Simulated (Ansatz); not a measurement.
## Dielectric function and optical constants of Al2Pt

What colour and refractive index does Al2Pt have at this level of theory? The cell comes from an older database entry, whose edges can differ from later determinations, mostly by under a per cent.

Main program and level: Ansatz 0.2.0; DFT, PBE, plane-wave PAW, default files, scalar-relativistic, independent-particle optical response without local fields.

The database entry behind the starting cell differs from other determinations of this structure, so it need not match the best structure at room temperature.

### 1. Starting point

The structure is cubic, space group Fm-3m (No. 225). Conventional cell: a = 5.910 Å, b = 5.910 Å, c = 5.910 Å, α = 90.00°, β = 90.00°, γ = 90.00°. Nearest to Pt lie 8 Al at 2.56 Å. Nearest to Al lie 4 Pt at 2.56 Å. Farther neighbours, and contacts between anions beyond the nearest, are not listed.

As a file:

```cif
data_structure
_symmetry_space_group_name_H-M 'P 1'
_symmetry_Int_Tables_number 1
_cell_length_a 4.1790
_cell_length_b 4.1790
_cell_length_c 4.1790
_cell_angle_alpha 60.000
_cell_angle_beta 60.000
_cell_angle_gamma 60.000
_cell_volume 51.61
loop_
_atom_site_label
_atom_site_type_symbol
_atom_site_fract_x
_atom_site_fract_y
_atom_site_fract_z
_atom_site_occupancy
Pt1 Pt 0.00000 0.00000 0.00000 1
Al2 Al 0.75000 0.75000 0.75000 1
Al3 Al 0.25000 0.25000 0.25000 1
```

### 2. Ground state and bands

The self-consistent density comes first; it also tells whether there is a gap, which decides the occupations and the need for a Drude term.

This step: DFT, PBE, plane-wave PAW, default files, scalar-relativistic, ground state (Ansatz 0.2.0).

input.yaml reads:

```yaml
crystal:
  lattice:
    - [0.0, 2.955, 2.955]
    - [2.955, 0.0, 2.955]
    - [2.955, 2.955, 0.0]
  atoms:
    - { symbol: Pt, position: [0.0, 0.0, 0.0] }
    - { symbol: Al, position: [0.75, 0.75, 0.75] }
    - { symbol: Al, position: [0.25, 0.25, 0.25] }
kpoints:
  mp_grid: { grid: [7, 7, 7] }
  band_path:
    path:
      - [[0.0, 0.0, 0.0], [0.5, 0.0, 0.5], [0.5, 0.25, 0.75], [0.375, 0.375, 0.75], [0.0, 0.0, 0.0], [0.5, 0.5, 0.5], [0.625, 0.25, 0.625], [0.5, 0.25, 0.75], [0.5, 0.5, 0.5], [0.375, 0.375, 0.75]]
      - [[0.625, 0.25, 0.625], [0.5, 0.0, 0.5]]
    npoints: 6
scf:
  occupations: { method: fermi_dirac, width: 0.05 }
  n_extra_bands: 7
hamiltonian:
  xc: pbe
  pseudopotentials: { kind: paw }
output:
  forces: true
  stress: true
  populations: true
  write_bands: true
  write_density: true
  write_potential: true
  elf: true
  volumetric_format: npy
```

Started as:

```
$ ansatz run input.yaml --threads 4 --pin off --max-ram 8192MiB --backend cpu --events-out ev --progress --plain --runs-dir out
```

Standard output:

```text
scf.n_extra_bands = 7 over 12 filled bands (N_el = 24.0): the run solves 19 bands
Engine: ansatz 0.2.0, aarch64-unknown-linux-gnu
Pseudopotentials: kind: paw
Pseudopotential: Pt, paw, valence charge 18, recommended cutoff 420 eV (normal), Pt.paw.azcp
Pseudopotential: Al, paw, valence charge 3, recommended cutoff 420 eV (normal), Al.paw.azcp
Functional definition: PBE
  parameter kappa = 0.804
  parameter beta = 0.066725
  exchange = pbe_x(kappa = kappa, mu = beta*pi^2/3)
  correlation = pbe_c(beta = beta)
Crystal: 3 atoms, lattice volume = 51.606 Å³
Basis set: ecut = 420 eV, 965 PW (Γ), exchange–correlation on 60×60×60 points (8 copies of the dense FFT grid, shifted against one another)
Bands: 19, of which v1, the nominal top of the filled ones, is band 12 counted from 1 (11 counted from 0)
Symmetry: 48 space group operations
Space group: Fm-3m (ITA 225), of the structure as read, at distance tolerance 3.7e-5 Å
k-points: 20 of 343
Non-local potential: Pt, projectors of the file, l = 0: 3, l = 1: 2, l = 2: 2, l = 3: 1
Non-local potential: Al, projectors of the file, l = 0: 2, l = 1: 2, l = 2: 1
PAW form: soft (Blöchl's): semilocal exchange-correlation on the pseudo side does not see the compensation charge
PAW one-centre angular grid: Pt, 590 points (default); XC on 64 Gauss nodes
PAW one-centre angular grid: Al, 110 points (default); XC on 64 Gauss nodes
Initial density: superposition of atomic densities (neutral atoms: chi_scale 0, normalization atom), corrected by the library's trained network
Initial wavefunctions: pseudopotential atomic-orbital guess
Functional: x = pbe(κ = 0.804, μ = 0.219515), c = pbe(β = 0.066725)
SCF iter   1: F=—  HF=-13600.660214 eV  |F-HF|=—  |Δ(HF+E_count)|=         —  Δρ=1.92e-3  dr2=2.93e-3  ethr=1.77e-3  ⟨swp⟩=5.8  Hψ=1995  notcnv=0  defer=1
preconditioner: auto → Kerker (q_TF=auto, 2.401 Å⁻¹)  [metal: Δε(μ)=0.067 eV  Ē_g=10.134 eV  σ=0.050 eV  W_gap=0.30  n_scr=14 (ndim 8)  ℏωp=20.7 eV  f_vac=0.001  D(μ)=1.95/eV (n_scr^D=14)]
SCF iter   2: F=—  HF=-13600.660147 eV  |F-HF|=—  |Δ(HF+E_count)|=   6.64e-5  Δρ=8.31e-4  dr2=3.79e-4  ethr=1.22e-5  ⟨swp⟩=1.9  Hψ=609  notcnv=0  defer=21
SCF iter   3: F=—  HF=-13600.660158 eV  |F-HF|=—  |Δ(HF+E_count)|=   1.09e-5  Δρ=3.24e-4  dr2=5.46e-5  ethr=1.58e-6  ⟨swp⟩=1.9  Hψ=469  notcnv=0  defer=21
SCF iter   4: F=—  HF=-13600.660113 eV  |F-HF|=—  |Δ(HF+E_count)|=   4.49e-5  Δρ=5.96e-5  dr2=2.99e-6  ethr=2.28e-7  ⟨swp⟩=2.5  Hψ=562  notcnv=0  defer=21
SCF iter   5: F=—  HF=-13600.660113 eV  |F-HF|=—  |Δ(HF+E_count)|=   4.06e-7  Δρ=1.74e-5  dr2=3.54e-7  ethr=1.25e-8  ⟨swp⟩=2.0  Hψ=395  notcnv=0  defer=21
SCF iter   6: F=-13600.660113 eV  HF=-13600.660113 eV  |F-HF|=8.84e-9  |Δ(HF+E_count)|=   9.69e-8  Δρ=8.32e-6  dr2=4.31e-8  ethr=4.17e-10  ⟨swp⟩=11.8  Hψ=2550  notcnv=0
SCF 1 converged in 6 iterations: F = -13600.660113 eV  dr2 = 4.31e-8
  greatest PAW one-centre occupation: 1.000 electrons in one spin orbital (limit 2), on the Pt atom at site 0 (counted from 0), in its partial waves of l = 0
NSCF: frozen V_eff on 62 k-points
SCF converged after 6 iterations
Free energy (F): -13600.660113 eV
Harris-Foulkes:  -13600.660113 eV  (|F-HF|=8.84e-9)
Internal energy: -13600.644593 eV  (E = F + TS)
E sigma→0 (E₀):  -13600.652353 eV
Entropy (-TS):   -0.015520 eV (-5.173 meV/atom)
Fermi energy:    11.381765 eV
--- Per-component energies (eV) ---
  E_band       = -311.284477
  E_kinetic    = 687.116539
  E_local      = -2700.341269  (includes V_loc(G=0)·N_el)
  E_nonlocal   = 217.473867
  E_hartree    = 1072.557539
  E_xc         = -343.550392
  E_vxc        = -363.805510  (∫ρ·V_xc dr)
  E_paw        = -10388.748361  (= ΣΔE_a)
  E_vpaw       = -296.852874  (= ΣTr[D̂ρ^β])
  E_aug_tail   = 0.000184  (compensation charges beyond the density's cutoff)
  E_ewald      = -2145.152698
  E_smearing   = -0.015520  (= −TS)
  E_closure    = -0.000000  (closes the sum)
  Σ components = -13600.660113   (vs F -13600.660113, Δ=0.00e0)
--- Forces (eV/Å), atoms counted from 1 ---
  atom   1  Pt    -0.00000000    -0.00000000     0.00000000
  atom   2  Al     0.00000000     0.00000000     0.00000000
  atom   3  Al     0.00000000    -0.00000000    -0.00000000
  max |Σ_I F_I| component: 5.55e-17 eV/Å
--- Stress (GPa, compression-positive) ---
        2.507219      -0.000000       0.000000
        0.000000       2.507219      -0.000000
        0.000000      -0.000000       2.507219
  P = ⅓ Tr σ = 2.5072 GPa (25.072 kbar)
--- Band table (eV; the first three rows and the last of 20) ---
  k-point 0: bands = [... 8 lower, 7.6827, 7.6827, 14.3635, 15.2081, 15.2081, 15.2081, 16.8061, 16.8061, ... 3 higher]
  k-point 1: bands = [... 8 lower, 7.6562, 7.6562, 12.6656, 14.5265, 14.5265, 14.7616, 17.2493, 17.2766, ... 3 higher]
  k-point 2: bands = [... 8 lower, 7.6915, 7.6915, 9.8665, 13.3887, 13.3887, 15.2198, 16.7542, 16.7765, ... 3 higher]
  k-point 19: bands = [... 8 lower, 7.4824, 7.8970, 8.5781, 8.9950, 10.7246, 15.6288, 17.1388, 17.4706, ... 3 higher]
--- Löwdin populations: 3 sites ---
  site symbol       q [e]
     0     Pt     17.8104
     1     Al      3.0108
     2     Al      3.0108
  spilling = 0.007001 (of n_electrons = 24.000000)
```

It took 1.4 s on 4 threads of Arm Neoverse V1, shared host; peak memory 0.32 GiB; 3.3 s of CPU time.

This step gave:

```
free energy         : -13600.6601 eV
Fermi energy        : 11.38 eV
electrons           : 24
symmetry operations : 48
pressure            : 2.507 GPa
volume              : 51.61 Å³
gap on the path     : 0 eV
```

There are states at the Fermi level within the smearing, so the occupations stay smeared and the carriers get a Drude term. The cell is left with a pressure of 2.5 GPa, as it stands unrelaxed at this level.

The electronic bands at the labelled points (eV, zero at the Fermi level; # counts the bands kept):

```
    point     #6     #7     #8     #9   #10   #11   #12    #13
        Γ  -3.70   2.98   3.83   3.83  3.83  5.42  5.42   5.42
  halfway  -3.46   0.03   0.53   0.53  3.08  3.86  7.54   7.62
        X  -3.41  -3.20  -1.59  -1.59  3.16  3.39  8.04  10.78
  halfway  -3.48  -3.26  -1.98  -1.14  3.76  4.16  6.99   9.07
        W  -3.26  -2.77  -2.77  -0.88  5.21  5.21  6.19   6.30
  halfway  -3.44  -3.01  -2.25  -0.76  4.01  5.56  6.13   7.74
        K  -3.64  -3.04  -1.99  -0.59  3.31  5.42  6.76   8.61
  halfway  -3.52  -1.21  -0.11   2.41  4.27  4.97  5.54   6.52
        Γ  -3.70   2.98   3.83   3.83  3.83  5.42  5.42   5.42
  halfway  -3.72  -0.87   2.29   2.29  3.77  5.45  5.49   5.49
        L  -3.48  -3.48   1.03   1.03  3.79  5.16  5.16   5.39
  halfway  -3.56  -3.26  -0.64   0.42  3.46  5.81  6.31   6.93
        U  -3.64  -3.04  -1.99  -0.59  3.31  5.42  6.76   8.61
  halfway  -3.44  -3.01  -2.25  -0.76  4.01  5.56  6.13   7.74
        W  -3.26  -2.77  -2.77  -0.88  5.21  5.21  6.19   6.30
  halfway  -3.50  -3.23  -0.96   0.14  3.88  5.21  6.86   7.27
        L  -3.48  -3.48   1.03   1.03  3.79  5.16  5.16   5.39
  halfway  -3.56  -3.26  -0.64   0.42  3.46  5.81  6.31   6.93
        K  -3.64  -3.04  -1.99  -0.59  3.31  5.42  6.76   8.61
jump to U  -3.64  -3.04  -1.99  -0.59  3.31  5.42  6.76   8.61
  halfway  -3.58  -3.36  -1.72  -1.29  3.25  3.95  7.54   9.91
        X  -3.41  -3.20  -1.59  -1.59  3.16  3.39  8.04  10.78
```

Electrostatic potential energy in the ac plane of a cell with a along [110], b along [-110] and c along [001] of the cube at fractional y = 0.000, with atoms of Pt and Al within 0.2 Å of it. With pseudopotentials it is smooth inside the atoms' cores, unlike the true potential.

Ten even steps from '0' (-58 eV) to '9' (15 eV), each cell a mean:
```
01589999850003799999720
24788778874236887788863
78987777898788877777887
99977887899999878887899
99987887899999877877899
99987777899999987778999
99998888999999998889999
99999999999999999999999
99999999999999999999999
99998778999999987778999
99987777899999977777999
99977887899999878887899
99987887899999877877899
57887777887568887778876
02688888862014898889841
00589999850002799999720
```

ELF in the ac plane of a cell with a along [110], b along [-110] and c along [001] of the cube at fractional y = 0.000, with atoms of Pt and Al within 0.2 Å of it. It is the smooth field of the valence electrons, not physical close to the nuclei.

Ten even steps from '_' (0.02) to '@' (0.68), each cell a mean:
```
@@%%**++########++**%%@@@@##++**%%####**++##@@
%%**++##%%****%%##++**%%##++**%%##++##%%****##
++++**@@**....**%%**++++++++%%%%--..--%%##++++
==++####::....::####++==++**%%++__....++##**++
--==++==....__..++++==--==++++::__..__--++++==
..::------::::--==--::....::----::::--==--::..
____..--++****++--..______..::==**##**==::..__
____..--++####++--..________::==**##**==::____
____..--++####++--..________::==**##**==::____
__..::==++++++==--::..____..--==++++++==--..__
::--====::__..::====--::::--==--..__..--==--::
==++**++........++**++====++**--__::__--**++==
==++##%%--____--%%##++====**%%**..__..##%%**==
**++**%%##----%%%%++++****++##%%++::++@@##++**
@@##++**%%####%%**++##@@%%**++##%%##%%##++**%%
@@@@**++########++**@@@@@@##++**######**++%%@@
```

(Continued in part 2 of 2.)

[Long decimals in the printed logs are rounded to 6 places.]

[Logs are printed without paths, hosts, clocks, repeated set-up lines and the standing remarks that a program may print on its own settings, such as how far it seeks lower states.]

[Hosts, paths, dates, database ids (printed as entryN), source tags and the programs' standing remarks are cut or masked in the printed files.]

[Where the starting crystal was built by hand or by swapping elements, it need not be the compound's stable phase.]

[The count of steps not shown may lack steps that the program refused or didn't finish.]
